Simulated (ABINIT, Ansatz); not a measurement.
## BeH2 (P-3m1): zone-centre phonons

Which modes does BeH2 (P-3m1) have at the zone centre?

Main program and level: ABINIT 10.8.3; DFT LDA, scalar-relativistic, plane waves, PseudoDojo norm-conserving pseudopotentials.

The structure was built from a prototype and need not be the compound's stable phase.

**1. Set-up**

It takes space group P-3m1 (No. 164, trigonal). The conventional cell has a = 2.289 Å, b = 2.289 Å, c = 3.926 Å, α = 90.00°, β = 90.00°, γ = 120.00°. Nearest to Be lie 6 H at 1.59 Å. H has 3 Be at 1.59 Å nearest. Farther neighbours are not listed.

Coordinates:

```cif
data_structure
_symmetry_space_group_name_H-M 'P-3m1'
_symmetry_Int_Tables_number 164
_cell_length_a 2.2894
_cell_length_b 2.2894
_cell_length_c 3.9263
_cell_angle_alpha 90.000
_cell_angle_beta 90.000
_cell_angle_gamma 120.000
_cell_volume 17.82
loop_
_atom_site_label
_atom_site_type_symbol
_atom_site_symmetry_multiplicity
_atom_site_Wyckoff_symbol
_atom_site_fract_x
_atom_site_fract_y
_atom_site_fract_z
_atom_site_occupancy
Be1 Be 1 a 0.00000 0.00000 0.00000 1
H1 H 2 d 0.33333 0.66667 0.22386 1
```

**2. Relaxation**

The harmonic expansion needs vanishing forces, and a free crystal bears no stress, so cell and atoms are brought to rest. Stress is more sensitive to the basis than forces are: the last 3 Ha under the cutoff are smoothed with ecutsm, and the cutoff is raised above that of the later runs.

The starting cell comes from a relaxation made beforehand in Ansatz (LDA, PseudoDojo NC).

The input, relax.abi:

```
# relaxation
ionmov 2
optcell 2
dilatmx 1.08
ntime 40
tolmxf 1.0d-05
tolvrs 1.0d-14
prtwf 0
prtden 0
chksymtnons 0

# basis, mesh and filling
ecut 47.0
ecutsm 3.0
ngkpt 9 9 6
nshiftk 1
shiftk 0.0 0.0 0.0
istwfk *1
occopt 1
nband 3
nstep 100
diemac 9.0
prtebands 0
prtgsr 0
useylm 1

# cell and atoms
acell 3*1.0 Angstrom
rprim 
    2.289399968 0.0 0.0
    -1.144699984 1.982678531 0.0
    0.0 0.0 3.92626381
ntypat 2
znucl 4 1
natom 3
typat 1 2 2
xred 
    0.0 0.0 0.0
    1/3 2/3 0.2238639731
    2/3 1/3 0.7761360269
pp_dirpath "./pseudo"
pseudos "Be.upf, H.upf"
```

Started as:

```
> OMP_NUM_THREADS=1 mpirun -n 4 abinit relax.abi > relax.log
```

Numbers of over 12 decimals in the logs are rounded to 6 here.

relax.abo, the main output file:

```text
[banners, grids, parts of the stress and lines that vanish by symmetry left out]
- input  file    -> relax.abi
- output file    -> relax.abo
- root for input  files -> relaxi
[...]
Symmetries : space group P-3 m 1 (#164); Bravais hP (primitive hexag.)
[...]
mpw =        2349          nfft =       45000          nkpt =          62
[...]
== DATASET  1 ==================================================================
[...]
cutoff_energies: {ecut:  47.0, pawecutdg:  -1.0, }
[...]
ETOT  1  -14.963390313397    -1.496E+01 8.720E-02 1.543E+02
 ETOT  2  -14.976268309340    -1.288E-02 9.467E-08 4.453E+00
 ETOT  3  -14.976424630140    -1.563E-04 2.149E-06 3.156E-02
 ETOT  4  -14.976425930612    -1.300E-06 5.124E-08 3.076E-03
 ETOT  5  -14.976426044840    -1.142E-07 1.503E-09 1.499E-06
[...]
At SCF step   10       vres2   =  2.08E-17 < tolvrs=  1.00E-14 =>converged.
[...]
sigma(1 1)=  1.22256031E-06  sigma(3 2)=  0.00000000E+00
  sigma(2 2)=  1.22256134E-06  sigma(3 1)=  0.00000000E+00
  sigma(3 3)=  1.41616282E-06  sigma(2 1)=  0.00000000E+00
[...]
convergence: {deltae:  2.309E-14, res2:  2.084E-17, residm:  8.665E-21, diffor: null, }
etotal    :  -1.49764260E+01
[...]
ETOT  1  -14.976426030237    -1.498E+01 2.818E-11 6.573E-04
[...]
At SCF step    7       vres2   =  1.59E-16 < tolvrs=  1.00E-14 =>converged.
[...]
sigma(1 1)=  8.42156787E-07  sigma(3 2)=  0.00000000E+00
  sigma(2 2)=  8.42157815E-07  sigma(3 1)=  0.00000000E+00
  sigma(3 3)=  1.16358503E-06  sigma(2 1)=  0.00000000E+00
[...]
convergence: {deltae: -2.736E-13, res2:  1.595E-16, residm:  5.711E-20, diffor: null, }
etotal    :  -1.49764261E+01
[...]
ETOT  1  -14.976425827161    -1.498E+01 3.345E-04 5.548E-03
[...]
At SCF step    7       vres2   =  1.42E-15 < tolvrs=  1.00E-14 =>converged.
[...]
sigma(1 1)= -2.38202881E-07  sigma(3 2)=  0.00000000E+00
  sigma(2 2)= -2.38201854E-07  sigma(3 1)=  0.00000000E+00
  sigma(3 3)=  4.11549231E-07  sigma(2 1)=  0.00000000E+00
[...]
convergence: {deltae:  2.363E-13, res2:  1.422E-15, residm:  5.474E-19, diffor: null, }
etotal    :  -1.49764261E+01
[...]
ETOT  1  -14.976426084088    -1.498E+01 2.430E-11 4.031E-05
[...]
At SCF step    6       vres2   =  3.49E-15 < tolvrs=  1.00E-14 =>converged.
[...]
sigma(1 1)= -3.03967160E-07  sigma(3 2)=  0.00000000E+00
  sigma(2 2)= -3.03966132E-07  sigma(3 1)=  0.00000000E+00
  sigma(3 3)=  3.32892360E-07  sigma(2 1)=  0.00000000E+00
[...]
convergence: {deltae:  1.688E-13, res2:  3.493E-15, residm:  3.138E-19, diffor: null, }
etotal    :  -1.49764261E+01
[...]
ETOT  1  -14.976425966430    -1.498E+01 1.214E-09 3.547E-03
[...]
sigma(1 1)= -6.65219510E-07  sigma(3 2)=  0.00000000E+00
  sigma(2 2)= -6.65218481E-07  sigma(3 1)=  0.00000000E+00
[...]
convergence: {deltae: -3.553E-13, res2:  3.509E-15, residm:  1.867E-18, diffor: null, }
etotal    :  -1.49764261E+01
[...]
ETOT  1  -14.976426130960    -1.498E+01 5.132E-07 2.762E-04
[...]
convergence: {deltae: -1.634E-13, res2:  1.108E-15, residm:  3.994E-20, diffor: null, }
etotal    :  -1.49764261E+01
[...]
ETOT  1  -14.976426138493    -1.498E+01 2.321E-07 3.340E-04
[...]
convergence: {deltae: -2.096E-13, res2:  3.053E-16, residm:  9.765E-20, diffor: null, }
etotal    :  -1.49764262E+01
[...]
ETOT  1  -14.976426152102    -1.498E+01 1.184E-13 1.863E-04
[...]
convergence: {deltae: -1.634E-13, res2:  3.649E-15, residm:  3.898E-19, diffor: null, }
etotal    :  -1.49764262E+01
[...]
ETOT  1  -14.976426161527    -1.498E+01 1.063E-13 4.272E-05
[...]
convergence: {deltae: -1.208E-13, res2:  1.335E-15, residm:  9.078E-20, diffor: null, }
etotal    :  -1.49764262E+01
[...]
ETOT  1  -14.976426164606    -1.498E+01 2.088E-12 1.205E-05
[...]
At SCF step    6       vres2   =  7.11E-16 < tolvrs=  1.00E-14 =>converged.
[...]
sigma(2 2)=  2.00930328E-07  sigma(3 1)=  0.00000000E+00
  sigma(3 3)=  2.41908887E-08  sigma(2 1)=  0.00000000E+00
[...]
convergence: {deltae:  1.634E-13, res2:  7.113E-16, residm:  6.544E-20, diffor: null, }
etotal    :  -1.49764262E+01
[...]
ETOT  1  -14.976426162713    -1.498E+01 2.392E-13 6.397E-05
[...]
ETOT  5  -14.976426165644    -2.451E-13 7.224E-17 8.044E-13
 ETOT  6  -14.976426165643     3.304E-13 2.577E-19 3.290E-15
 At SCF step    6       vres2   =  3.29E-15 < tolvrs=  1.00E-14 =>converged.
[...]
sigma(1 1)=  5.42044799E-08  sigma(3 2)=  0.00000000E+00
  sigma(2 2)=  5.42055099E-08  sigma(3 1)=  0.00000000E+00
  sigma(3 3)=  4.19940152E-08  sigma(2 1)=  0.00000000E+00
[...]
convergence: {deltae:  3.304E-13, res2:  3.290E-15, residm:  2.577E-19, diffor: null, }
etotal    :  -1.49764262E+01
[...]
At Broyd/MD step  11, gradients are converged :
[...]
sigma(1 1)=  5.42044799E-08  sigma(3 2)=  0.00000000E+00
  sigma(2 2)=  5.42055099E-08  sigma(3 1)=  0.00000000E+00
  sigma(3 3)=  4.19940152E-08  sigma(2 1)=  0.00000000E+00
[...]
- sigma(1 1)=  1.59475086E-03  sigma(3 2)=  0.00000000E+00
- sigma(2 2)=  1.59478116E-03  sigma(3 1)=  0.00000000E+00
- sigma(3 3)=  1.23550658E-03  sigma(2 1)=  0.00000000E+00
[...]
fcart     -1.6599368694E-27 -1.9167299974E-28 -0.0000000000E+00
           strten      5.4204479927E-08  5.4205509943E-08  4.1994015175E-08
================================================================================

[key lines of the parts left out:]
pressure_GPa:  -1.4750E-03
Total energy (etotal) [Ha]= -1.49764261656432E+01
```

Run time: 29 s. Hardware: 4 MPI ranks of Arm Neoverse V1, shared host; 1.9 min of CPU time.

Relaxation path:

| step | energy less that of the first step (eV) | largest force (eV/Å) | volume (Å³) |
| --- | --- | --- | --- |
| 1 | 0.0000 | 0.0000 | 17.82 |
| 2 | 0.0000 | 0.0004 | 17.82 |
| 3 | 0.0000 | 0.0016 | 17.81 |
| 4 | 0.0000 | 0.0016 | 17.81 |
| 5 | 0.0000 | 0.0021 | 17.80 |
| 6 | 0.0000 | 0.0019 | 17.80 |
| 7 | 0.0000 | 0.0012 | 17.80 |
| 8 | 0.0000 | 0.0007 | 17.80 |
| 9 | 0.0000 | 0.0003 | 17.80 |
| 10 | 0.0000 | 0.0000 | 17.80 |
| 11 | 0.0000 | 0.0001 | 17.80 |

| conventional cell, symmetrised | before | after | change |
| --- | --- | --- | --- |
| a (Å) | 2.289 | 2.289 | -0.0 % |
| b (Å) | 2.289 | 2.289 | -0.0 % |
| c (Å) | 3.926 | 3.922 | -0.1 % |
| volume (Å³/atom) | 5.94 | 5.93 | -0.1 % |

Final coordinates:

```cif
data_structure
_symmetry_space_group_name_H-M 'P 1'
_symmetry_Int_Tables_number 1
_cell_length_a 2.2891
_cell_length_b 2.2891
_cell_length_c 3.9218
_cell_angle_alpha 90.000
_cell_angle_beta 90.000
_cell_angle_gamma 120.000
_cell_volume 17.80
loop_
_atom_site_label
_atom_site_type_symbol
_atom_site_fract_x
_atom_site_fract_y
_atom_site_fract_z
_atom_site_occupancy
Be1 Be 0.00000 0.00000 0.00000 1
H2 H 0.33333 0.66667 0.22413 1
H3 H 0.66667 0.33333 0.77587 1
```

This step gave:

```
volume per atom : 5.932 Å³
pressure        : -0.001475 GPa
```

**3. Self-consistent run for the response**

First-order wavefunctions inherit every error of the ground state, hence the very tight tolvrs. The mesh is shifted off Γ, since shifted meshes converge sums over the zone faster.

The input, gs.abi:

```
# ground state
tolvrs 1.0d-16
prtden 1
prtwf 1

# basis, mesh and filling
ecut 38.0
ngkpt 9 9 6
nshiftk 1
shiftk 0.0 0.0 0.5
istwfk *1
occopt 1
nband 3
nstep 100
diemac 9.0
prtebands 0
prtgsr 0
useylm 1

# cell and atoms
acell 3*1.0 Angstrom
rprim 
    2.289061333 0.0 0.0
    -1.144530667 1.982385266 0.0
    0.0 0.0 3.921777633
ntypat 2
znucl 4 1
natom 3
typat 1 2 2
xred 
    0.0 0.0 0.0
    1/3 2/3 0.2241311228
    2/3 1/3 0.7758688772
pp_dirpath "./pseudo"
pseudos "Be.upf, H.upf"
```

Started as:

```
> OMP_NUM_THREADS=1 mpirun -n 4 abinit gs.abi > gs.log
```

gs.abo, the main output file:

```text
[banners, grids, parts of the stress and lines that vanish by symmetry left out]
- input  file    -> gs.abi
- output file    -> gs.abo
- root for input  files -> gsi
[...]
Symmetries : space group P-3 m 1 (#164); Bravais hP (primitive hexag.)
[...]
mpw =        1371          nfft =       32805          nkpt =          57
[...]
== DATASET  1 ==================================================================
[...]
cutoff_energies: {ecut:  38.0, pawecutdg:  -1.0, }
[...]
ETOT  1  -14.965583236749    -1.497E+01 2.826E-02 1.177E+02
 ETOT  2  -14.976104319338    -1.052E-02 8.275E-08 2.350E+00
 ETOT  3  -14.976210186449    -1.059E-04 1.300E-06 3.679E-02
 ETOT  4  -14.976211652508    -1.466E-06 3.499E-08 4.818E-04
 ETOT  5  -14.976211679274    -2.677E-08 4.707E-10 2.076E-06
[...]
ETOT  9  -14.976211679408    -4.796E-14 9.599E-20 5.056E-16
 ETOT 10  -14.976211679408    -5.329E-14 8.126E-22 7.021E-18
 At SCF step   10       vres2   =  7.02E-18 < tolvrs=  1.00E-16 =>converged.
[...]
sigma(1 1)=  2.46567951E-05  sigma(3 2)=  0.00000000E+00
  sigma(2 2)=  2.46567939E-05  sigma(3 1)=  0.00000000E+00
  sigma(3 3)=  2.47297833E-05  sigma(2 1)=  3.68286904E-13
[...]
convergence: {deltae: -5.329E-14, res2:  7.021E-18, residm:  8.126E-22, diffor: null, }
etotal    :  -1.49762117E+01
[...]
sigma(1 1)=  2.46567951E-05  sigma(3 2)=  0.00000000E+00
  sigma(2 2)=  2.46567939E-05  sigma(3 1)=  0.00000000E+00
  sigma(3 3)=  2.47297833E-05  sigma(2 1)=  3.68286904E-13
[...]
- sigma(1 1)=  7.25427957E-01  sigma(3 2)=  0.00000000E+00
- sigma(2 2)=  7.25427922E-01  sigma(3 1)=  0.00000000E+00
- sigma(3 3)=  7.27575343E-01  sigma(2 1)=  1.08353748E-08
[...]
fcart      1.4939431820E-27  3.9292964910E-27 -0.0000000000E+00
           strten      2.4656795086E-05  2.4656793906E-05  2.4729783266E-05
================================================================================

[key lines of the parts left out:]
pressure_GPa:  -7.2614E-01
```

Run time: 3.7 s. Hardware: 4 MPI ranks; 14 s of CPU time.

Read from the output:

```
pressure : -0.7261 GPa
```

The cell stands at -0.73 GPa: the relaxation ran with a smoothed and higher cutoff and on another k mesh.

**4. The gap at rest**

Empty bands on the ground state's density check that the gap assumed so far is there in this cell.

The input, gap.abi:

```
# empty bands on the ground state's density
iscf -2
getden_filepath "gso_DEN"
tolwfr 1.0d-12
nbdbuf 2
prtwf 0

# basis, mesh and filling
ecut 38.0
ngkpt 9 9 6
nshiftk 1
shiftk 0.0 0.0 0.0
istwfk *1
occopt 1
nband 7
nstep 100
diemac 9.0
prtebands 0
prtgsr 0
useylm 1

# cell and atoms
acell 3*1.0 Angstrom
rprim 
    2.289061333 0.0 0.0
    -1.144530667 1.982385266 0.0
    0.0 0.0 3.921777633
ntypat 2
znucl 4 1
natom 3
typat 1 2 2
xred 
    0.0 0.0 0.0
    1/3 2/3 0.2241311228
    2/3 1/3 0.7758688772
pp_dirpath "./pseudo"
pseudos "Be.upf, H.upf"
```

Started as:

```
> OMP_NUM_THREADS=1 mpirun -n 4 abinit gap.abi > gap.log
```

gap.abo, the main output file:

```text
[banners, grids, parts of the stress and lines that vanish by symmetry left out]
- input  file    -> gap.abi
- output file    -> gap.abo
- root for input  files -> gapi
[...]
Symmetries : space group P-3 m 1 (#164); Bravais hP (primitive hexag.)
[...]
mpw =        1380          nfft =       32805          nkpt =          62
[...]
== DATASET  1 ==================================================================
[...]
cutoff_energies: {ecut:  38.0, pawecutdg:  -1.0, }
[...]
-outvars: echo values of variables after computation
            acell      1.8897261259E+00  1.8897261259E+00  1.8897261259E+00 Bohr
================================================================================
```

Elapsed: 3.4 s, on 4 MPI ranks; 13 s of CPU time.

Numbers from this step:

| Quantity | Value |
| --- | --- |
| gap on the k-mesh | 3.573 eV |

In this cell the gap on the mesh is 3.6 eV, indirect (smallest direct 3.8 eV), so fixed occupations hold.

**5. Zone-centre response**

The derivative of the wavefunctions by k comes first, since the response to a field is built on it; then the field and the displacements that symmetry doesn't supply are solved at q = 0.

It reads the wavefunctions written in step 3.

The input, dfpt_gamma.abi:

```
ndtset 2

# common to the responses
getwfk_filepath "gso_WFK"
kptopt 2
nqpt 1
qpt 0.0 0.0 0.0
asr 0
chneut 0

# d/dk
rfelfd1 2
rfdir1 1 1 1
iscf1 -3
tolwfr1 1.0d-20

# displacements, field
rfphon2 1
rfatpol2 1 3
rfdir2 1 1 1
rfelfd2 3
getddk2 1
tolvrs2 1.0d-10
prtwf2 0

# basis, mesh and filling
ecut 38.0
ngkpt 9 9 6
nshiftk 1
shiftk 0.0 0.0 0.5
istwfk *1
occopt 1
nband 3
nstep 100
diemac 9.0
prtebands 0
prtgsr 0
useylm 1

# cell and atoms
acell 3*1.0 Angstrom
rprim 
    2.289061333 0.0 0.0
    -1.144530667 1.982385266 0.0
    0.0 0.0 3.921777633
ntypat 2
znucl 4 1
natom 3
typat 1 2 2
xred 
    0.0 0.0 0.0
    1/3 2/3 0.2241311228
    2/3 1/3 0.7758688772
pp_dirpath "./pseudo"
pseudos "Be.upf, H.upf"
```

Started as:

```
> OMP_NUM_THREADS=1 mpirun -n 4 abinit dfpt_gamma.abi > dfpt_gamma.log
```

dfpt_gamma.abo, the main output file:

```text
[banners, grids, parts of the stress and lines that vanish by symmetry left out]
- input  file    -> dfpt_gamma.abi
- output file    -> dfpt_gamma.abo
- root for input  files -> dfpt_gammai
[...]
DATASET    1 : space group P-3 m 1 (#164); Bravais hP (primitive hexag.)
[...]
nfft =       32805          nkpt =         243
[...]
DATASET    2 : space group P-3 m 1 (#164); Bravais hP (primitive hexag.)
[...]
nfft =       32805          nkpt =         243
[...]
== DATASET  1 ==================================================================
[...]
cutoff_energies: {ecut:  38.0, pawecutdg:  -1.0, }
[...]
-  1.00000   1.00000  180309                  znucl, zion, pspdat
[...]
Perturbation : derivative vs k along direction   1
[...]
-ETOT  1  -18.282195398111     -1.828E+01 2.334E-01 0.000E+00
 ETOT  2  -18.289314815735     -7.119E-03 1.290E-04 0.000E+00
 ETOT  3  -18.289319919428     -5.104E-06 3.478E-07 0.000E+00
 ETOT  4  -18.289319925950     -6.521E-09 8.219E-10 0.000E+00
 ETOT  5  -18.289319925961     -1.185E-11 2.996E-12 0.000E+00
[...]
At SCF step    9   max residual=  9.95E-21 < tolwfr=  1.00E-20 =>converged.
[...]
Perturbation : derivative vs k along direction   2
[...]
-ETOT  1  -18.282192980420     -1.828E+01 2.334E-01 0.000E+00
[...]
At SCF step    9   max residual=  9.95E-21 < tolwfr=  1.00E-20 =>converged.
[...]
Perturbation : derivative vs k along direction   3
[...]
-ETOT  1  -4.680358     -4.680E+00 4.543E-02 0.000E+00
[...]
At SCF step    8   max residual=  9.79E-21 < tolwfr=  1.00E-20 =>converged.
[...]
1        1       1.9543000558    0.0000000000
     1        2      -0.6769893982    0.0000000000
     1        3       0.0000000000    0.0000000000
     2        1      -0.6769893982    0.0000000000
     2        2       1.1725800338   -0.0000000000
     2        3       0.0000000000    0.0000000000
     3        1       0.0000000000    0.0000000000
     3        2       0.0000000000    0.0000000000
     3        3       0.9063771335   -0.0000000000
[...]
== DATASET  2 ==================================================================
[...]
cutoff_energies: {ecut:  38.0, pawecutdg:  -1.0, }
[...]
Perturbation : displacement of atom   1   along direction   1
[...]
-ETOT  1   1.171295     -1.463E+03 3.090E+01 2.139E+01
[...]
At SCF step    7       vres2   =  9.24E-12 < tolvrs=  1.00E-10 =>converged.
[...]
Perturbation : displacement of atom   1   along direction   3
[...]
-ETOT  1   7.825571     -4.379E+03 9.427E+01 2.623E+03
[...]
At SCF step    8       vres2   =  2.48E-11 < tolvrs=  1.00E-10 =>converged.
[...]
Perturbation : displacement of atom   2   along direction   1
[...]
-ETOT  1  0.824638     -1.944E+01 9.101E-02 1.160E+02
[...]
At SCF step    7       vres2   =  1.09E-11 < tolvrs=  1.00E-10 =>converged.
[...]
Perturbation : displacement of atom   2   along direction   3
[...]
-ETOT  1   3.895039     -5.934E+01 1.216E-01 3.152E+03
[...]
At SCF step    9       vres2   =  2.65E-12 < tolvrs=  1.00E-10 =>converged.
[...]
Perturbation : homogeneous electric field along direction   1
[...]
-ETOT  1  -155.70983057955     -1.557E+02 4.858E+00 2.085E+03
[...]
At SCF step    8       vres2   =  1.58E-11 < tolvrs=  1.00E-10 =>converged.
[...]
Perturbation : homogeneous electric field along direction   3
[...]
-ETOT  1  -15.004941461149     -1.500E+01 4.935E-01 3.099E+04
[...]
ETOT  7  -19.144661409338     -8.162E-11 6.922E-13 1.093E-08
 ETOT  8  -19.144661409339     -1.315E-12 8.573E-15 6.056E-11
 At SCF step    8       vres2   =  6.06E-11 < tolvrs=  1.00E-10 =>converged.
[...]
Dielectric tensor, in cartesian coordinates,
[...]
1    5   1    5         6.8174541522        -0.0000000000
   1    5   2    5        -0.0000000015        -0.0000000000
   1    5   3    5        -0.0000000000        -0.0000000000
   2    5   1    5        -0.0000000015        -0.0000000000
   2    5   2    5         6.8174541569        -0.0000000000
   2    5   3    5        -0.0000000000        -0.0000000000
   3    5   1    5        -0.0000000000        -0.0000000000
   3    5   2    5        -0.0000000000        -0.0000000000
   3    5   3    5         3.7869964814        -0.0000000000
  Effective charges, in cartesian coordinates,
[...]
1    1   1    5         2.2204016634         0.0000000000
   2    1   1    5         0.0000000000         0.0000000000
   3    1   1    5         0.0000000000         0.0000000000
   1    2   1    5        -1.1027383121         0.0000000000
   2    2   1    5         0.0000000000         0.0000000000
[...]
Effective charges, in cartesian coordinates,
[...]
2    5   1    3         0.0000000000         0.0000000000
   3    5   1    3         0.0000000000         0.0000000000
   1    5   2    3         0.0000000000         0.0000000000
   2    5   2    3        -1.1027383114         0.0000000000
   3    5   2    3         0.0000000000         0.0000000000
   1    5   3    3         0.0000000000         0.0000000000
   2    5   3    3         0.0000000000         0.0000000000
   3    5   3    3        -0.2973880796         0.0000000000
  Phonon wavevector (reduced coordinates) :  0.00000  0.00000  0.00000
 Phonon energies in Hartree :
[...]
Phonon frequencies in cm-1    :
-  2.778047E-01  2.778055E-01  5.129169E-01  7.695782E+02  7.695782E+02
-  1.309327E+03  1.309327E+03  1.311713E+03  1.385944E+03
  Phonon at Gamma, with non-analyticity in the
[...]
Phonon energies in Hartree :
[...]
Phonon frequencies in cm-1    :
-  2.778047E-01  5.129169E-01  1.668447E+00  7.695782E+02  1.309327E+03
-  1.309327E+03  1.311713E+03  1.338930E+03  1.385944E+03
  Phonon at Gamma, with non-analyticity in the
[...]
Phonon energies in Hartree :
[...]
Phonon frequencies in cm-1    :
-  2.778055E-01  5.129169E-01  1.668446E+00  7.695782E+02  1.309327E+03
-  1.309327E+03  1.311713E+03  1.338930E+03  1.385944E+03
  Phonon at Gamma, with non-analyticity in the
[...]
Phonon energies in Hartree :
[...]
Phonon frequencies in cm-1    :
-  2.778047E-01  2.778055E-01  6.864607E-01  7.695782E+02  7.695782E+02
-  1.309327E+03  1.309327E+03  1.370240E+03  1.385944E+03
[...]
fcart2     0.0000000000E+00  0.0000000000E+00  0.0000000000E+00
           strten2     0.0000000000E+00  0.0000000000E+00  0.0000000000E+00
================================================================================
```

Wall time 47 s (4 MPI ranks); 3.1 min of CPU time.

Read from the output:

```yaml
miss_of_the_charge_sum_rule: 0.01493 e
largest_acoustic_frequency_at_the_zone_centre_before_the_sum_rule: 0.51 cm⁻¹
highest_optical_zone_centre_mode_no_lo_to_term: 1386 cm⁻¹
lowest_optical_zone_centre_mode: 769.6 cm⁻¹
mean_high_frequency_dielectric_constant: 5.807
largest_born_charge_in_size_third_of_the_trace: 1.679 e
```

Born charge (rows field, columns displacement), before the sum rule (e), principal values of the symmetric part by kind of site:

| atom | atoms with these values | low | middle | high | mean |
| --- | --- | --- | --- | --- | --- |
| Be1 | 1 | 0.60 | 2.22 | 2.22 | 1.68 |
| H2 | 2 | -1.10 | -1.10 | -0.30 | -0.83 |

In full for H2:

```
-1.10  0.00  0.00
 0.00 -1.10  0.00
 0.00  0.00 -0.30
```

High-frequency dielectric tensor:

```
6.82 0.00 0.00
0.00 6.82 0.00
0.00 0.00 3.79
```

The acoustic modes at Γ come out as far as 0.5 cm⁻¹ from zero, where they should vanish, a small numerical error; the Born charges miss their sum rule by 0.015 e, which is good.

[end of part 1 of 2]

[Host names and launcher messages were left out of these logs when they were recorded.]

[Logs are printed without paths, hosts, clocks, repeated set-up lines and the standing remarks that a program may print on its own settings, such as how far it seeks lower states.]

[Hosts, paths, dates, database ids (printed as entryN), source tags and the programs' standing remarks are cut or masked in the printed files.]
